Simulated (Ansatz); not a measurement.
Rows from a G0W0 calculation on Cd5B3ClO9 (Cm) (Ansatz 0.2.0; G0W0 on PBE, plane waves, PAW; PAW set soft_1; 2×2×4 mesh, 169 empty bands, screening to 48 eV, PAW set soft_1 files), in eV. Spin-orbit coupling is left out.

```csv
row,k,band,start,Σx,Σc at the solution,Vxc
A,Γ,c1,10.393,-10.319,-3.343,-14.546
B,"(0.000, 0.000, -0.500)",c2,13.516,-9.746,-3.925,-15.178
C,Γ,v1,8.348,-27.355,5.020,-21.807
D,Γ,c2,13.011,-9.328,-3.627,-14.089
E,"(0.000, 0.000, -0.500)",c1,13.101,-9.322,-3.835,-14.560
F,"(0.000, 0.000, -0.500)",v1,8.409,-27.538,4.806,-22.198
```

Question: Work out each quasiparticle level and how far it moved.

The quasiparticle equation reads E = start + Σx + Σc(E) − Vxc.

```csv
row,E (eV),shift (eV)
A,11.277,+0.884
B,15.024,+1.508
C,7.820,−0.528
D,14.146,+1.135
E,14.504,+1.402
F,7.875,−0.534
```

The gap over the computed points goes from 1.98 eV to 3.40 eV.

Limits: not at the basis limit; no spin-orbit coupling; coarse k mesh.

[Paths, hosts, dates, memory and timing lines, banners, echoed tables and standing remarks are left out of the program output.]

[Logs are printed without paths, hosts, clocks, repeated set-up lines and the standing remarks that a program may print on its own settings, such as how far it seeks lower states.]

[Runs of the session that timed out or met a known fault of the program may be left out.]

[Cells called generated may have been cut or substituted from an entry of the Crystallography Open Database or the Materials Project.]

[Hosts, paths, dates, database ids (printed as entryN), source tags and the programs' standing remarks are cut or masked in the printed files.]
